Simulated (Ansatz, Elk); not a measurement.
# How far do independent atoms describe InW?, part 2 of 2

The structure of InW used here is made up (a known structure type with other elements) and was relaxed beforehand with r2SCAN. The aim is the Fourier transform of its all-electron density, F(hkl), set beside the sum over free spherical atoms that refinements use.

Elk 11.2.3 (patched build); all-electron DFT.

So far: The structure; Ground state and structure factors; The highest occupied states alone.

The structure was built from a prototype and need not be the compound's stable phase.

**4. Another functional**

Level of this step: DFT, LDA (Perdew-Wang), all-electron APW+lo, Dirac cores, scalar-relativistic bands, static density, no spin (Elk).

The difference from free atoms is small, so it is set against the change that LDA (Perdew-Wang) makes.

elk.in

```
tasks
  0
  195

xctype
  3

spinpol
  .false.

rgkmax
  7.0

gmaxvr
  14.0

lmaxo
  7

lmaxapw
  8

swidth
  0.002

tshift
  .false.

ramdisk
  .false.

hmaxvr
  5.5

maxscl
  120

epspot
  1e-06

sppath
  './'

avec
  6.21914003871 -0.00000000000 -0.00000000000
  -0.00000000000 6.21914003871 0.00000000000
  -0.00000000000 0.00000000000 6.21914003871

atoms
  2
  'W.in'
  1
  -0.0000000000 0.0000000000 -0.0000000000   0.000000 0.000000 0.000000
  'In.in'
  1
  0.5000000000 0.5000000000 0.5000000000   0.000000 0.000000 0.000000

ngridk
  7 7 7
```

On the command line:

```
OMP_NUM_THREADS=4 elk
```

Numbers of over 12 decimals in the logs are rounded to 6 here.

What it wrote:

```text
┌─────────────────────────┐
│ Elk code version 11.2.3 │
└─────────────────────────┘

All units are atomic (Hartree, Bohr, etc.)

┌─────────────────────────────────────────────────┐
│ Ground-state run starting from atomic densities │
└─────────────────────────────────────────────────┘

Lattice vectors :
   6.219140039      -0.000000000      -0.000000000
  -0.000000000       6.219140039       0.000000000
  -0.000000000       0.000000000       6.219140039

Reciprocal lattice vectors :
   1.010298091       0.000000000       0.000000000
[...]
interstitial                :    2.594961836
 muffin-tins (core leakage)
  species : 1 (W)
   atom 1                    :    72.76342709     ( -0.4955198570E-05)
  species : 2 (In)
   atom 1                    :    47.64161107     (  0.1560953689E-03)
 total in muffin-tins        :    120.4050382
 total calculated charge     :    122.9993702
 total charge                :    123.0000000
 error                       :   0.6298004693E-03

┌──────────────────────────────┐
│ Self-consistent loop stopped │
└──────────────────────────────┘

Warning : core states of species 2 leak from the muffin-tin :   0.1560953689E-03

Wrote STATE.OUT
[key lines of the parts left out:]
total energy                :     -22034.738366836
```

Wall time 5.7 s (4 threads of Arm Neoverse V2, shared host); peak memory 0.17 GiB.

Against the first run R = 0.02 %; the largest change is -0.039 at 200.

**5. Basis size**

A smaller basis shows how fast F responds to it; the change is likely larger than the basis error of the first run, but doesn't show convergence.

Edit elk.in of step 4 so:

```diff
@@ -5,3 +5,3 @@
 xctype
-  3
+  20
 
@@ -11,3 +11,3 @@
 rgkmax
-  7.0
+  5.5
```

On the command line:

```
OMP_NUM_THREADS=4 elk
```

What it wrote:

```text
┌─────────────────────────┐
│ Elk code version 11.2.3 │
└─────────────────────────┘

All units are atomic (Hartree, Bohr, etc.)

┌─────────────────────────────────────────────────┐
│ Ground-state run starting from atomic densities │
└─────────────────────────────────────────────────┘

Lattice vectors :
   6.219140039      -0.000000000      -0.000000000
  -0.000000000       6.219140039       0.000000000
  -0.000000000       0.000000000       6.219140039

Reciprocal lattice vectors :
   1.010298091       0.000000000       0.000000000
[...]
interstitial                :    2.734011929
 muffin-tins (core leakage)
  species : 1 (W)
   atom 1                    :    72.68641480     ( -0.2090361377E-06)
  species : 2 (In)
   atom 1                    :    47.57957327     (  0.1588536347E-03)
 total in muffin-tins        :    120.2659881
 total calculated charge     :    122.9990938
 total charge                :    123.0000000
 error                       :   0.9062200434E-03

┌──────────────────────────────┐
│ Self-consistent loop stopped │
└──────────────────────────────┘

Warning : core states of species 2 leak from the muffin-tin :   0.1588536347E-03

Wrote STATE.OUT
[key lines of the parts left out:]
total energy                :     -22049.213014954
```

It took 9.6 s on 4 threads; peak memory 0.17 GiB; 25 s of CPU time.

Against the first run R = 0.02 %; the largest change is +0.086 at 200.

**6. Basis size**

The basis and the expansions that go with it are enlarged, to see whether the differences are converged.

Edit elk.in of step 5 so:

```diff
@@ -11,12 +11,12 @@
 rgkmax
-  5.5
+  8.5
 
 gmaxvr
-  14.0
+  18.0
 
 lmaxo
-  7
+  9
 
 lmaxapw
-  8
+  10
```

On the command line:

```
OMP_NUM_THREADS=4 elk
```

What it wrote:

```text
┌─────────────────────────┐
│ Elk code version 11.2.3 │
└─────────────────────────┘

All units are atomic (Hartree, Bohr, etc.)

┌─────────────────────────────────────────────────┐
│ Ground-state run starting from atomic densities │
└─────────────────────────────────────────────────┘

Lattice vectors :
   6.219140039      -0.000000000      -0.000000000
  -0.000000000       6.219140039       0.000000000
  -0.000000000       0.000000000       6.219140039

Reciprocal lattice vectors :
   1.010298091       0.000000000       0.000000000
[...]
interstitial                :    2.611927179
 muffin-tins (core leakage)
  species : 1 (W)
   atom 1                    :    72.76176485     ( -0.2090437121E-06)
  species : 2 (In)
   atom 1                    :    47.62630797     (  0.1573652904E-03)
 total in muffin-tins        :    120.3880728
 total calculated charge     :    122.9997860
 total charge                :    123.0000000
 error                       :   0.2140168462E-03

┌──────────────────────────────┐
│ Self-consistent loop stopped │
└──────────────────────────────┘

Warning : core states of species 2 leak from the muffin-tin :   0.1573652904E-03

Wrote STATE.OUT
[key lines of the parts left out:]
total energy                :     -22049.325666669
```

It took 20 s on 4 threads; peak memory 0.2 GiB.

Against the first run R = 0.00 %; the largest change is -0.009 at 211.

**7. Settings against the effect**

```tsv
run	R against the first run (%)	R against neutral atoms, low angle (%)	wall time
PBE, rgkmax 7	0.00	0.36	10 s
LDA (Perdew-Wang)	0.02	0.35	5.7 s
rgkmax 5.5	0.02	0.38	9.6 s
rgkmax 8.5 with larger expansions	0.00	0.36	20 s
```

**8. Summary of results**

```yaml
r_against_neutral_atoms_sin_theta_lambda_0p3_a_minus1: 0.36 %
r_against_neutral_atoms_0p3_to_0p82_a_minus1: 0.19 %
```

**Reading.** Independent neutral atoms miss the calculated amplitudes by R = 0.36 % below 0.3 Å⁻¹ and 0.19 % from there to 0.82 Å⁻¹; by shells, 0.36 % 0.15 to 0.3 (3 forms), 0.07 % 0.3 to 0.45 (4 forms), 0.21 % above 0.45 (25 forms). Bonding, aspherical density and the tables' own atoms all enter these figures, and the runs don't part them. The largest change of an amplitude is -0.34 electrons, at 110. The window's part falls from 9.0 electrons at the origin to at most 0.16 between 0.45 and 0.82 Å⁻¹. Below 0.3 Å⁻¹ the changes that finished (LDA (Perdew-Wang), rgkmax 5.5 and rgkmax 8.5 with larger expansions) move F by R = 0.03 % at most, against the 0.36 % that separates it from free atoms. The k-mesh has no finished test. These runs have no spin, though d or f shells may be open. Spin-orbit coupling is left out, which can matter for elements this heavy. Part of the difference isn't bonding: the tables are fits to free atoms and ions calculated by other methods than this functional. Thermal motion, anomalous dispersion and extinction are left out.

[Logs are printed without paths, hosts, clocks, repeated set-up lines and the standing remarks that a program may print on its own settings, such as how far it seeks lower states.]

[Hosts, paths, dates, database ids (printed as entryN), source tags and the programs' standing remarks are cut or masked in the printed files.]
